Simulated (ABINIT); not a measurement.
## CdS (Hawleyite): G0W0 with and without spin-orbit coupling

Wanted: the effect of spin-orbit coupling on the quasiparticle gap of CdS (Hawleyite).

Method: PBE and many-body steps on it, plane waves, in ABINIT 10.8.3.

**The experiments to reproduce.**

- Gap 2.42 eV: optical gap from inflexion point of photoacoustic spectrum, as-grown film; photoacoustic spectroscopy; film (as-grown chemical bath deposited film, about 0.25 um thick, deposited at 80 C) (“Study of the band--gap shift in CdS films: Influence of thermal annealing in different atmospheres”, 1995, arxiv:cond-mat/9501125).

Report form: the programs' logs are mostly left out.

## Step 1: Set-up

The structure is cubic, space group F-43m (No. 216). Conventional cell: a = 5.833 Å, b = 5.833 Å, c = 5.833 Å, α = 90.00°, β = 90.00°, γ = 90.00°. Nearest to Cd lie 4 S at 2.53 Å. S has 4 Cd at 2.53 Å nearest. Farther neighbours and most contacts between anions are not listed.

The cell and positions come from the Crystallography Open Database and are kept as given unless a step says otherwise.

## Step 2: Empty states on the mesh, 4×4×4 mesh, 51 bands

This step: ABINIT 10.8.3; DFT, PBE, plane waves, norm-conserving pseudopotentials.

The sums over transitions need many empty states on a uniform mesh; this step solves for them.

run.abi reads:

```
acell 3*1.0 Angstrom
rprim 
  -0.000000000000 2.916500000000 2.916500000000
  2.916500000000 -0.000000000000 2.916500000000
  2.916500000000 2.916500000000 -0.000000000000
ntypat 2
znucl 48 16
natom 2
typat 1 2
xred 
  0.000000000000 0.000000000000 0.000000000000
  0.250000000000 0.250000000000 0.250000000000
pp_dirpath "pseudos"
pseudos "Cd.upf, S.upf"
ecut 47
ngkpt 4 4 4
nshiftk 1
shiftk 0 0 0
kptopt 1
chksymbreak 0
iscf -2
irdden 1
istwfk *1
nband 51
nbdbuf 4
tolwfr 1e-09
nstep 60
prtvol 0
indata_prefix "in"
outdata_prefix "out"
tmpdata_prefix "tmp"
```

Started as:

```console
> OMP_NUM_THREADS=1 mpirun -n 4 abinit run.abi > log
```

Elapsed: 15 s, on 4 MPI ranks of Arm Neoverse V2, shared host; peak memory 0.31 GiB.

This step gave:

```yaml
gap: 1.145 eV
k_of_the_valence_top: 0, 0, 0
k_of_the_conduction_bottom: 0, 0, 0
least_direct_gap: 1.145 eV
k_points_computed: 8
lowest_point_of_the_top_converged_band_above_the_valence_top: 38.48 eV
```

On this mesh the gap is 1.145 eV.

The density comes from a self-consistent run that is not shown.

## Step 3: Screening, 4×4×4 mesh, 47 bands, screening to 98 eV

The RPA dielectric matrix is built and inverted for each q.

This step: RPA screening on PBE, plane waves, norm-conserving pseudopotentials.

Edit run.abi of step 2 so:

```diff
@@ -20,10 +20,11 @@
 chksymbreak 0
-iscf -2
-irdden 1
 istwfk *1
-nband 51
-nbdbuf 4
-tolwfr 1e-09
-nstep 60
-prtvol 0
+occopt 1
+irdwfk 1
+optdriver 3
+nband 47
+ecuteps 3.6
+inclvkb 0
+awtr 1
+symchi 1
 indata_prefix "in"
```

Wall time 8.6 s (4 MPI ranks); peak memory 0.71 GiB.

This step gave:

* ε∞ with local fields, on this mesh, along the program's q direction: 11.84
* the same without local fields: 12.67
* plasma frequency: 26.88 eV
* plane waves in the screening matrix: 113

Local fields lower ε∞ by 7 %. On a Γ-centred mesh this coarse the value itself is usually too large, while a short band sum pulls it down.

## Step 4: Scalar-relativistic

The self-energy is evaluated for the states that the input lists, and the levels follow from it, in one-shot runs by the linearised quasiparticle equation.

This step: G0W0 on PBE, plane waves, norm-conserving pseudopotentials.

Edit run.abi of step 3 so:

```diff
@@ -23,8 +23,15 @@
 irdwfk 1
-optdriver 3
+optdriver 4
 nband 47
+gwcalctyp 0
+ecutsigx 47
+symsigma 1
+nkptgw 1
+kptgw 
+  0.0000000000 0.0000000000 0.0000000000
+bdgw 
+  11 17
 ecuteps 3.6
-inclvkb 0
-awtr 1
-symchi 1
+irdscr 1
+ppmodel 1
 indata_prefix "in"
```

It took 3 s on 4 MPI ranks; peak memory 0.23 GiB; 12 s of CPU time.

Numbers from this step:

```yaml
g0w0_gap_on_the_points_computed: 2.041 eV
starting_gap_on_the_mesh: 1.145 eV
k_of_the_valence_top: 0, 0, 0
k_of_the_conduction_bottom: 0, 0, 0
z_at_the_valence_top: 0.786
z_at_the_conduction_bottom: 0.817
least_direct_g0w0_gap_on_the_computed_points: 2.041 eV
```

The gap on the mesh goes from 1.14 eV to 2.04 eV, a correction of +0.90 eV.

## Step 5: Empty states on the mesh, 4×4×4 mesh, 102 bands

This step: DFT, PBE with spin-orbit coupling, plane waves, norm-conserving pseudopotentials.

Edit run.abi of step 4 so:

```diff
@@ -15,2 +15,3 @@
 ecut 47
+nspinor 2
 ngkpt 4 4 4
@@ -20,18 +21,10 @@
 chksymbreak 0
+iscf -2
+irdden 1
 istwfk *1
-occopt 1
-irdwfk 1
-optdriver 4
-nband 47
-gwcalctyp 0
-ecutsigx 47
-symsigma 1
-nkptgw 1
-kptgw 
-  0.0000000000 0.0000000000 0.0000000000
-bdgw 
-  11 17
-ecuteps 3.6
-irdscr 1
-ppmodel 1
+nband 102
+nbdbuf 8
+tolwfr 1e-09
+nstep 60
+prtvol 0
 indata_prefix "in"
```

Elapsed: 83 s, on 4 MPI ranks; peak memory 0.46 GiB.

This step gave:

- gap: 1.129 eV
- k of the valence top: 0, 0, 0
- k of the conduction bottom: 0, 0, 0
- least direct gap: 1.129 eV
- k points computed: 8
- lowest point of the top converged band, above the valence top: 38.46 eV

On this mesh the gap is 1.129 eV.

The density comes from a self-consistent run that is not shown, made with spin-orbit coupling and fully relativistic files.

## Step 6: Screening, 4×4×4 mesh, 94 bands, screening to 98 eV

This step: RPA screening on PBE with spin-orbit coupling, plane waves, norm-conserving pseudopotentials.

Edit run.abi of step 5 so:

```diff
@@ -21,10 +21,11 @@
 chksymbreak 0
-iscf -2
-irdden 1
 istwfk *1
-nband 102
-nbdbuf 8
-tolwfr 1e-09
-nstep 60
-prtvol 0
+occopt 1
+irdwfk 1
+optdriver 3
+nband 94
+ecuteps 3.6
+inclvkb 0
+awtr 1
+symchi 1
 indata_prefix "in"
```

The job ended after 77 s (4 MPI ranks; peak memory 1.9 GiB).

This step gave:

| Quantity | Value |
| --- | --- |
| ε∞ with local fields, on this mesh, along the program's q direction | 11.87 |
| the same without local fields | 12.69 |
| plasma frequency | 26.88 eV |
| plane waves in the screening matrix | 113 |

## Step 7: With spin-orbit coupling

This step: G0W0 on PBE with spin-orbit coupling, plane waves, norm-conserving pseudopotentials.

Edit run.abi of step 6 so:

```diff
@@ -24,8 +24,15 @@
 irdwfk 1
-optdriver 3
+optdriver 4
 nband 94
+gwcalctyp 0
+ecutsigx 47
+symsigma 0
+nkptgw 1
+kptgw 
+  0.0000000000 0.0000000000 0.0000000000
+bdgw 
+  23 30
 ecuteps 3.6
-inclvkb 0
-awtr 1
-symchi 1
+irdscr 1
+ppmodel 1
 indata_prefix "in"
```

Elapsed: 40 s, on 4 MPI ranks; peak memory 1.7 GiB.

Numbers from this step:

| Item | Value |
| --- | --- |
| G0W0 gap on the points computed | 2.021 eV |
| starting gap on the mesh | 1.129 eV |
| k of the valence top | 0, 0, 0 |
| k of the conduction bottom | 0, 0, 0 |
| Z at the valence top | 0.786 |
| Z at the conduction bottom | 0.817 |
| least direct G0W0 gap on the computed points | 2.021 eV |

Against G0W0 in ABINIT (4×4×4 mesh, 47 bands, screening to 98 eV, Godby-Needs plasmon pole), the gap moves by −0.020 eV.

## Step 8: Side by side

Times are wall times on 4 MPI ranks of Arm Neoverse V2, shared host, good to a factor of about two. A run's time includes the screening step that it read.

| run | mesh | bands | screening cutoff (eV) | DFT gap (eV) | gap on the mesh (eV) | direct (eV) | ε∞ used | time |
| --- | --- | --- | --- | --- | --- | --- | --- | --- |
| scalar-relativistic | 4×4×4 | 47 | 98 | 1.145 | 2.041 | 2.041 | 11.84 | 12 s |
| with spin-orbit coupling | 4×4×4 | 94 | 98 | 1.129 | 2.021 | 2.021 | 11.87 | 2 min |

## Step 9: Summary of results

```yaml
scalar_relativistic: 2.041 eV
with_spin_orbit_coupling: 2.021 eV
known_limits: not at the basis limit; screening head approximate; no spin-orbit coupling in some runs; coarse k mesh
```

With spin-orbit coupling: −0.020 eV against scalar-relativistic, −0.016 eV of it in the start. Against experiment, by with spin-orbit coupling: the gap of 2.02 eV lies −0.40 eV from the measured 2.42 eV (optical, 1995). An exciton line or allowed optical edge lies below the quasiparticle gap by the binding energy; a forbidden edge can push the onset above it. These are gaps on the mesh, at modest bands and cutoff. The calculation has static nuclei and no excitons; a measured gap holds zero-point and thermal motion, which mostly lowers it. Against the values above the computed gap that would widen the miss. A likelier cause is too strong a screening: the start's gap is only 1.13 eV, the mesh is coarse, and one shot does not repair that. Bands and cutoff are finite, so the gap is not at the basis limit. The miss can reach some tenths of an eV and take either sign; the mesh is an error of its own. In the first G0W0 run levels were corrected at 1 k point alone, so a gap called «on the mesh» is the least over those, and an edge elsewhere would be missed. The 4×4×4 mesh is coarse for this cell, which bears on the long-range parts of exchange and screening. The long-wavelength limit of the screening leaves out the non-local commutator, which shifts ε∞.

[Paths, hosts, dates, memory and timing lines, banners, echoed tables and standing remarks are left out of the program output.]

[Logs are printed without paths, hosts, clocks, repeated set-up lines and the standing remarks that a program may print on its own settings, such as how far it seeks lower states.]

[Runs of the session that timed out or met a known fault of the program may be left out.]

[No measured gap is set beside runs whose start may be inverted or whose files or cutoffs have a known fault.]

[Hosts, paths, dates, database ids (printed as entryN), source tags and the programs' standing remarks are cut or masked in the printed files.]

[G0W0 gaps are taken among the corrected bands and points alone; a level outside them can change the order at an edge.]

[Where Ansatz stands beside ABINIT at settings called matched, ABINIT's density can come from a denser mesh and the files from another edition; pairs whose starting gaps differed by over 0.03 eV were left out, so agreement reads better than it is.]
